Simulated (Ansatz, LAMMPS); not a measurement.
# Squeezing and shearing glassy 47SiO2-40B2O3-7CaO-7Na2O (mol %) (112 atoms), part 4 of 4

Aim: relax glassy 47SiO2-40B2O3-7CaO-7Na2O (mol %) (112 atoms), then change its volume and shape to read moduli from the stress.

Ansatz 0.2.0; Kohn-Sham DFT, PBE, PAW (set soft_2), plane waves.

The cell: 14 Si, 24 B, 2 Ca, 4 Na and 68 O. The quench rate of 20 K/ps is many orders above laboratory rates. The starting topology of bonds comes from the classical model. Sampling is at Γ alone.

So far. Step 9 (Volume -10 %): The relaxation converged after 22 steps, 6.20 eV below its start, with a largest force component of 0.030 eV/Å. Step 9 (Volume -10 %): Volume -10 %: the energy stands 2.08 eV above that of the reference, at a pressure of 5.29 GPa.

## 10. Stretched by 1 % along x

The relaxed cell is strained along x alone, which gives the stiffness along x and its coupling to y and z.

File input.yaml:

```yaml
crystal:
  lattice:
    - [11.24351, 0.01423, 0.19097]
    - [0.01437, 10.8825, -0.13169]
    - [0.19288, -0.13169, 11.23036]
  atoms:
    [... the 112 atom lines of step 4 ...]
kpoints:
  mp_grid: { grid: [1, 1, 1] }
hamiltonian:
  xc: pbe
scf:
  occupations: { method: fixed }
output:
  forces: true
  eigenvalues: true
  stress: true
relax:
  f_tol: 0.05
  max_steps: 70
```

Started as:

```
$ ansatz run input.yaml --threads 4 --pin off --max-ram 8192MiB --backend cpu --events-out ev --progress --plain --runs-dir out
```

Numbers of over 12 decimals in the logs are rounded to 6 here.

The log of the run:

```text
[...]
Crystal: 112 atoms, lattice volume = 1373.520 Å³
Basis set: ecut = 420 eV, 26835 PW (Γ), exchange–correlation on 160×150×160 points (8 copies of the dense FFT grid, shifted against one another)
Bands: 408, of which v1, the nominal top of the filled ones, is band 296 counted from 1 (295 counted from 0)
Symmetry: 1 space group operations
[...]
k-points: 1
[...]
SCF iter   1: F=—  HF=-60917.773024 eV  |F-HF|=—  |Δ(HF+E_count)|=         —  Δρ=2.74e-3  dr2=9.51e-2  ethr=1.77e-3  ⟨swp⟩=7.0  Hψ=1486  notcnv=0  defer=109
[...]
SCF iter   5: F=—  HF=-60917.791969 eV  |F-HF|=—  |Δ(HF+E_count)|=   1.68e-5  Δρ=8.87e-5  dr2=1.26e-4  ethr=8.89e-8  ⟨swp⟩=2.0  Hψ=511  notcnv=0  defer=110
SCF iter   6: F=-60917.791964 eV  HF=-60917.791981 eV  |F-HF|=1.77e-5  |Δ(HF+E_count)|=   1.25e-5  Δρ=4.80e-5  dr2=2.89e-5  ethr=1.06e-8  ⟨swp⟩=18.0  Hψ=3174  notcnv=0
SCF 1 converged in 6 iterations: F = -60917.791964 eV  dr2 = 2.89e-5
[...]
relax step   1: F+E_penalty+E_count = -60917.79196379 eV  Δ(F+E_penalty+E_count) = +0.000e0 eV  max|allowed force component| = 4.106e-1 eV/Å  Δτ_max = 0.0000 Å  (6 SCF iters, dr2 threshold 6.25e-5 eV, accepted)
[...]
relax step   2: F+E_penalty+E_count = -60917.84484548 eV  Δ(F+E_penalty+E_count) = -5.288e-2 eV  max|allowed force component| = 2.316e-1 eV/Å  Δτ_max = 0.0240 Å  (6 SCF iters, dr2 threshold 1.05e-5 eV, accepted)
[...]
relax step   3: F+E_penalty+E_count = -60917.86902993 eV  Δ(F+E_penalty+E_count) = -2.418e-2 eV  max|allowed force component| = 7.851e-2 eV/Å  Δτ_max = 0.0217 Å  (6 SCF iters, dr2 threshold 3.35e-6 eV, accepted)
relax step   4: F+E_penalty+E_count = -60917.87289663 eV  Δ(F+E_penalty+E_count) = -3.867e-3 eV  max|allowed force component| = 5.707e-2 eV/Å  Δτ_max = 0.0140 Å  (7 SCF iters, accepted)
[...]
relax step   5: F+E_penalty+E_count = -60917.87566845 eV  Δ(F+E_penalty+E_count) = -2.772e-3 eV  max|allowed force component| = 4.471e-2 eV/Å  Δτ_max = 0.0080 Å  (7 SCF iters, accepted)
SCF converged after 7 iterations
Free energy (F): -60917.875668 eV
[...]
Internal energy: -60917.875668 eV  (E = F + TS)
E sigma→0 (E₀):  -60917.875668 eV
Fermi energy:    3.054958 eV
[...]
Σ components = -60917.875668   (vs F -60917.875668, Δ=0.00e0)
--- Forces (eV/Å), atoms counted from 1 ---
  atom   1  Si    -0.00939180     0.00904223    -0.00537756
  atom   2  Si    -0.02076120     0.00368848    -0.00357584
  atom   3  Si    -0.00250696     0.01164220     0.00608347
  atom   4  Si     0.02504976    -0.01737920    -0.01001082
[...]
atom 112  O     -0.01828826    -0.01637986     0.00162715
  max |Σ_I F_I| component: 1.15e-4 eV/Å
--- Stress (GPa, compression-positive) ---
       -1.175541      -0.066897       0.071195
       -0.066890      -0.328857      -0.020248
        0.071200      -0.020244      -0.266065
  P = ⅓ Tr σ = -0.5902 GPa (-5.902 kbar)
--- Band table (eV) ---
[...]
--- Relaxed structure (5 steps of the walk, 5 accepted, 0 SCFs on fresh bases) ---
  F+E_penalty+E_count = -60917.87566845 eV   max|allowed force component| = 4.471e-2 eV/Å
  atoms:
    - { symbol: Si, position: [0.294283, 0.708341, 0.958157] }
    - { symbol: Si, position: [0.350346, 0.989097, 0.191949] }
    - { symbol: Si, position: [0.324641, 0.451864, 0.571855] }
    - { symbol: Si, position: [0.671918, 0.492578, 0.082048] }
[...]
- { symbol: O, position: [0.220208, 0.733973, 0.338547] }
```

Run time: 86 s. Hardware: 4 threads of Arm Neoverse V2, shared host; peak memory 1.9 GiB; 5.4 min of CPU time.

The relaxation converged after 5 steps, 0.0837 eV below its start, with a largest force component of 0.045 eV/Å.

Stretched by 1 % along x: the energy stands 0.0509 eV above that of the reference, at a pressure of -0.590 GPa.

## 11. Compressed by 1 % along x

The relaxed cell is strained along x alone, which gives the stiffness along x and its coupling to y and z.

input.yaml, the sections that differ from step 10:

```yaml
crystal:
  lattice:
    - [11.02087, 0.01423, 0.19097]
    - [0.01409, 10.8825, -0.13169]
    - [0.18906, -0.13169, 11.23036]
  atoms:
    [... the 112 atom lines of step 4 ...]
# kpoints, hamiltonian, scf, output, relax: as in step 10
```

The log of the run:

```text
[...]
Crystal: 112 atoms, lattice volume = 1346.322 Å³
Basis set: ecut = 420 eV, 26321 PW (Γ), exchange–correlation on 150×150×160 points (8 copies of the dense FFT grid, shifted against one another)
Bands: 408, of which v1, the nominal top of the filled ones, is band 296 counted from 1 (295 counted from 0)
Symmetry: 1 space group operations
[...]
k-points: 1
[...]
SCF iter   1: F=—  HF=-60917.771369 eV  |F-HF|=—  |Δ(HF+E_count)|=         —  Δρ=2.77e-3  dr2=9.44e-2  ethr=1.77e-3  ⟨swp⟩=7.0  Hψ=1486  notcnv=0  defer=109
[...]
SCF iter   5: F=—  HF=-60917.790406 eV  |F-HF|=—  |Δ(HF+E_count)|=   1.24e-5  Δρ=8.56e-5  dr2=1.15e-4  ethr=8.61e-8  ⟨swp⟩=2.0  Hψ=507  notcnv=0  defer=110
SCF iter   6: F=-60917.790403 eV  HF=-60917.790421 eV  |F-HF|=1.72e-5  |Δ(HF+E_count)|=   1.48e-5  Δρ=4.81e-5  dr2=2.76e-5  ethr=1.06e-8  ⟨swp⟩=19.0  Hψ=3057  notcnv=0
SCF 1 converged in 6 iterations: F = -60917.790403 eV  dr2 = 2.76e-5
[...]
relax step   1: F+E_penalty+E_count = -60917.79040337 eV  Δ(F+E_penalty+E_count) = +0.000e0 eV  max|allowed force component| = 4.288e-1 eV/Å  Δτ_max = 0.0000 Å  (6 SCF iters, dr2 threshold 6.25e-5 eV, accepted)
[...]
relax step   2: F+E_penalty+E_count = -60917.84540353 eV  Δ(F+E_penalty+E_count) = -5.500e-2 eV  max|allowed force component| = 2.300e-1 eV/Å  Δτ_max = 0.0216 Å  (5 SCF iters, dr2 threshold 1.15e-5 eV, accepted)
[...]
relax step   3: F+E_penalty+E_count = -60917.87149682 eV  Δ(F+E_penalty+E_count) = -2.609e-2 eV  max|allowed force component| = 7.340e-2 eV/Å  Δτ_max = 0.0190 Å  (6 SCF iters, dr2 threshold 3.31e-6 eV, accepted)
relax step   4: F+E_penalty+E_count = -60917.87558063 eV  Δ(F+E_penalty+E_count) = -4.084e-3 eV  max|allowed force component| = 5.818e-2 eV/Å  Δτ_max = 0.0125 Å  (7 SCF iters, accepted)
[...]
relax step   5: F+E_penalty+E_count = -60917.87910930 eV  Δ(F+E_penalty+E_count) = -3.529e-3 eV  max|allowed force component| = 4.945e-2 eV/Å  Δτ_max = 0.0135 Å  (7 SCF iters, accepted)
SCF converged after 7 iterations
Free energy (F): -60917.879109 eV
[...]
Internal energy: -60917.879109 eV  (E = F + TS)
E sigma→0 (E₀):  -60917.879109 eV
Fermi energy:    3.267563 eV
[...]
Σ components = -60917.879109   (vs F -60917.879109, Δ=0.00e0)
--- Forces (eV/Å), atoms counted from 1 ---
  atom   1  Si     0.01218115     0.00611194    -0.00452181
  atom   2  Si     0.01500188    -0.01013676    -0.00749139
  atom   3  Si    -0.00181484    -0.03472355    -0.01064111
  atom   4  Si    -0.01606915     0.01474864     0.00828926
[...]
atom 112  O     -0.01144398    -0.01606054    -0.02314820
  max |Σ_I F_I| component: 1.13e-4 eV/Å
--- Stress (GPa, compression-positive) ---
        1.150567       0.067684      -0.032492
        0.067690       0.295862      -0.000233
       -0.032492      -0.000229       0.310023
  P = ⅓ Tr σ = 0.5855 GPa (5.855 kbar)
--- Band table (eV) ---
[...]
--- Relaxed structure (5 steps of the walk, 5 accepted, 0 SCFs on fresh bases) ---
  F+E_penalty+E_count = -60917.87910930 eV   max|allowed force component| = 4.945e-2 eV/Å
  atoms:
    - { symbol: Si, position: [0.294881, 0.709915, 0.958072] }
    - { symbol: Si, position: [0.348610, 0.989420, 0.193194] }
    - { symbol: Si, position: [0.321902, 0.455118, 0.570931] }
    - { symbol: Si, position: [0.673820, 0.492655, 0.083475] }
[...]
- { symbol: O, position: [0.216921, 0.734582, 0.336891] }
```

Wall time 80 s (4 threads); peak memory 1.8 GiB.

The relaxation converged after 5 steps, 0.0887 eV below its start, with a largest force component of 0.049 eV/Å.

Compressed by 1 % along x: the energy stands 0.0475 eV above that of the reference, at a pressure of 0.585 GPa.

## 12. Sheared by 2 % in xy

A shear of the relaxed cell gives the modulus that volume changes can't reach.

input.yaml, the sections that differ from step 11:

```yaml
crystal:
  lattice:
    - [11.13233, 0.12555, 0.19097]
    - [0.12306, 10.88264, -0.13169]
    - [0.18965, -0.12978, 11.23036]
  atoms:
    [... the 112 atom lines of step 4 ...]
# kpoints, hamiltonian, scf, output, relax: as in step 11
```

The log of the run:

```text
[...]
Crystal: 112 atoms, lattice volume = 1359.784 Å³
Basis set: ecut = 420 eV, 26607 PW (Γ), exchange–correlation on 150×150×160 points (8 copies of the dense FFT grid, shifted against one another)
Bands: 408, of which v1, the nominal top of the filled ones, is band 296 counted from 1 (295 counted from 0)
Symmetry: 1 space group operations
[...]
k-points: 1
[...]
SCF iter   1: F=—  HF=-60917.712900 eV  |F-HF|=—  |Δ(HF+E_count)|=         —  Δρ=2.75e-3  dr2=9.37e-2  ethr=1.77e-3  ⟨swp⟩=7.0  Hψ=1486  notcnv=0  defer=109
[...]
SCF iter   5: F=—  HF=-60917.732061 eV  |F-HF|=—  |Δ(HF+E_count)|=   1.41e-5  Δρ=8.61e-5  dr2=1.19e-4  ethr=8.65e-8  ⟨swp⟩=2.0  Hψ=508  notcnv=0  defer=110
SCF iter   6: F=-60917.732058 eV  HF=-60917.732075 eV  |F-HF|=1.68e-5  |Δ(HF+E_count)|=   1.38e-5  Δρ=4.73e-5  dr2=2.74e-5  ethr=1.06e-8  ⟨swp⟩=17.0  Hψ=3055  notcnv=0
SCF 1 converged in 6 iterations: F = -60917.732058 eV  dr2 = 2.74e-5
[...]
relax step   1: F+E_penalty+E_count = -60917.73205832 eV  Δ(F+E_penalty+E_count) = +0.000e0 eV  max|allowed force component| = 5.387e-1 eV/Å  Δτ_max = 0.0000 Å  (6 SCF iters, dr2 threshold 6.25e-5 eV, accepted)
[...]
relax step   2: F+E_penalty+E_count = -60917.82929763 eV  Δ(F+E_penalty+E_count) = -9.724e-2 eV  max|allowed force component| = 3.672e-1 eV/Å  Δτ_max = 0.0278 Å  (6 SCF iters, dr2 threshold 1.81e-5 eV, accepted)
[...]
relax step   3: F+E_penalty+E_count = -60917.87402780 eV  Δ(F+E_penalty+E_count) = -4.473e-2 eV  max|allowed force component| = 9.391e-2 eV/Å  Δτ_max = 0.0229 Å  (6 SCF iters, dr2 threshold 8.43e-6 eV, accepted)
relax step   4: F+E_penalty+E_count = -60917.87988564 eV  Δ(F+E_penalty+E_count) = -5.858e-3 eV  max|allowed force component| = 8.190e-2 eV/Å  Δτ_max = 0.0159 Å  (7 SCF iters, accepted)
relax step   5: F+E_penalty+E_count = -60917.88498975 eV  Δ(F+E_penalty+E_count) = -5.104e-3 eV  max|allowed force component| = 5.456e-2 eV/Å  Δτ_max = 0.0113 Å  (7 SCF iters, accepted)
relax step   6: F+E_penalty+E_count = -60917.88415270 eV  Δ(F+E_penalty+E_count) = +8.370e-4 eV  max|allowed force component| = 1.051e-1 eV/Å  Δτ_max = 0.0490 Å  (8 SCF iters, rejected (line search))
relax step   7: F+E_penalty+E_count = -60917.89118086 eV  Δ(F+E_penalty+E_count) = -6.191e-3 eV  max|allowed force component| = 5.311e-2 eV/Å  Δτ_max = 0.0238 Å  (8 SCF iters, accepted)
relax step   8: F+E_penalty+E_count = -60917.88583703 eV  Δ(F+E_penalty+E_count) = +5.344e-3 eV  max|allowed force component| = 1.014e-1 eV/Å  Δτ_max = 0.0952 Å  (9 SCF iters, rejected (line search))
[...]
relax step   9: F+E_penalty+E_count = -60917.89512836 eV  Δ(F+E_penalty+E_count) = -3.948e-3 eV  max|allowed force component| = 4.154e-2 eV/Å  Δτ_max = 0.0465 Å  (8 SCF iters, accepted)
SCF converged after 8 iterations
Free energy (F): -60917.895128 eV
[...]
Internal energy: -60917.895128 eV  (E = F + TS)
E sigma→0 (E₀):  -60917.895128 eV
Fermi energy:    3.220459 eV
[...]
Σ components = -60917.895128   (vs F -60917.895128, Δ=0.00e0)
--- Forces (eV/Å), atoms counted from 1 ---
  atom   1  Si     0.00624538     0.00841048    -0.01873609
  atom   2  Si    -0.00504398    -0.00621816     0.00362744
  atom   3  Si    -0.01368055     0.00206762    -0.00229602
  atom   4  Si     0.01925058    -0.00085940     0.00991724
[...]
atom 112  O     -0.00555952    -0.01781427    -0.00790398
  max |Σ_I F_I| component: 9.11e-5 eV/Å
--- Stress (GPa, compression-positive) ---
       -0.198733      -0.468900      -0.009288
       -0.468895      -0.207947      -0.083962
       -0.009286      -0.083956       0.064618
  P = ⅓ Tr σ = -0.1140 GPa (-1.140 kbar)
--- Band table (eV) ---
[...]
--- Relaxed structure (9 steps of the walk, 7 accepted, 0 SCFs on fresh bases) ---
  F+E_penalty+E_count = -60917.89512836 eV   max|allowed force component| = 4.154e-2 eV/Å
  atoms:
    - { symbol: Si, position: [0.294530, 0.708462, 0.957015] }
    - { symbol: Si, position: [0.349115, 0.988830, 0.193553] }
    - { symbol: Si, position: [0.322096, 0.451355, 0.571223] }
    - { symbol: Si, position: [0.673516, 0.492994, 0.083350] }
[...]
- { symbol: O, position: [0.220077, 0.734771, 0.337956] }
```

The job ended after 2.5 min (4 threads; peak memory 1.9 GiB).

The relaxation converged after 9 steps, 0.163 eV below its start, with a largest force component of 0.042 eV/Å.

Sheared by 2 % in xy: the energy stands 0.0315 eV above that of the reference, at a pressure of -0.114 GPa.

## 13. Pressure against volume

Atoms are relaxed at each volume, in the scaled cell.

```tsv
volume change (%)	volume (Å³/atom)	energy change (meV/atom)	pressure (GPa)	largest move on relaxing (Å)	bonds	gap (eV)
-10	10.928	18.55	5.29	0.67	-	4.33
-6	11.414	5.90	2.95	0.55	-	4.16
-3	11.778	1.03	1.40	0.51	-	4.08
+0	12.142	0.00	-0.01	-	-	4.22
+3	12.506	1.57	-1.36	0.15	-	4.20
+6	12.871	5.34	-2.53	0.82	-	4.14
```

## 14. Uniaxial strain and shear

Stress (GPa, compression positive) less that of the relaxed cell, atoms relaxed:

```tsv
strain	xx	yy	zz	xy	energy change (meV/atom)
stretched by 1 % along x	-1.176	-0.308	-0.272	-0.066	0.45
compressed by 1 % along x	1.150	0.317	0.305	0.069	0.42
sheared by 2 % in xy	-0.199	-0.187	0.059	-0.468	0.28
```

## 15. What came out

The bulk modulus, from the slope of pressure against ln V over the three points nearest the relaxed volume, is 46.1 GPa; a quadratic over all points gives a pressure derivative of about 2.0. At -10 %, -6 %, -3 % and +6 % some atom moved by over 0.5 Å on relaxing, so those points may sit in another local minimum. The curvature of the energy over the same three points gives 38.1 GPa instead, so stress and energy disagree and the modulus is uncertain by that much. The gap goes from 4.33 eV at the smallest volume to 4.14 eV at the largest, not monotonically (lowest 4.08, highest 4.33 eV), on the run's k-points. In the Cartesian axes of the cell, finite differences give C11 = 116, C12 = 31.2, C13 = 28.8 and C66 = 23.4 GPa (the shear of 2 % is the engineering strain, εxy = 0.01). The mean of C11, C12 and C13, which equals the bulk modulus in a cubic or isotropic solid, is 58.8 GPa: it lies 28 % over the bulk modulus from the volumes. For an isotropic solid C66 would equal (C11 − C12)/2 = 42.5 GPa; so small a sample needn't be isotropic, and C66 rests on one shear. The two differ too much for isotropic moduli to be formed.

**Limits.** Strains are finite and relaxations stop at the force tolerance of the input, which can leave moduli too stiff; they are those of a static cell at zero temperature. Volumes are changed with the cell's shape held, so in an anisotropic solid the modulus lies over the one under free hydrostatic load. The program notes that the SCF threshold of the relaxations is loose for the stress.

The DFT runs together took 40 min of wall time.

[Logs are printed without paths, hosts, clocks, repeated set-up lines and the standing remarks that a program may print on its own settings, such as how far it seeks lower states.]

[Hosts, paths, dates, database ids (printed as entryN), source tags and the programs' standing remarks are cut or masked in the printed files.]
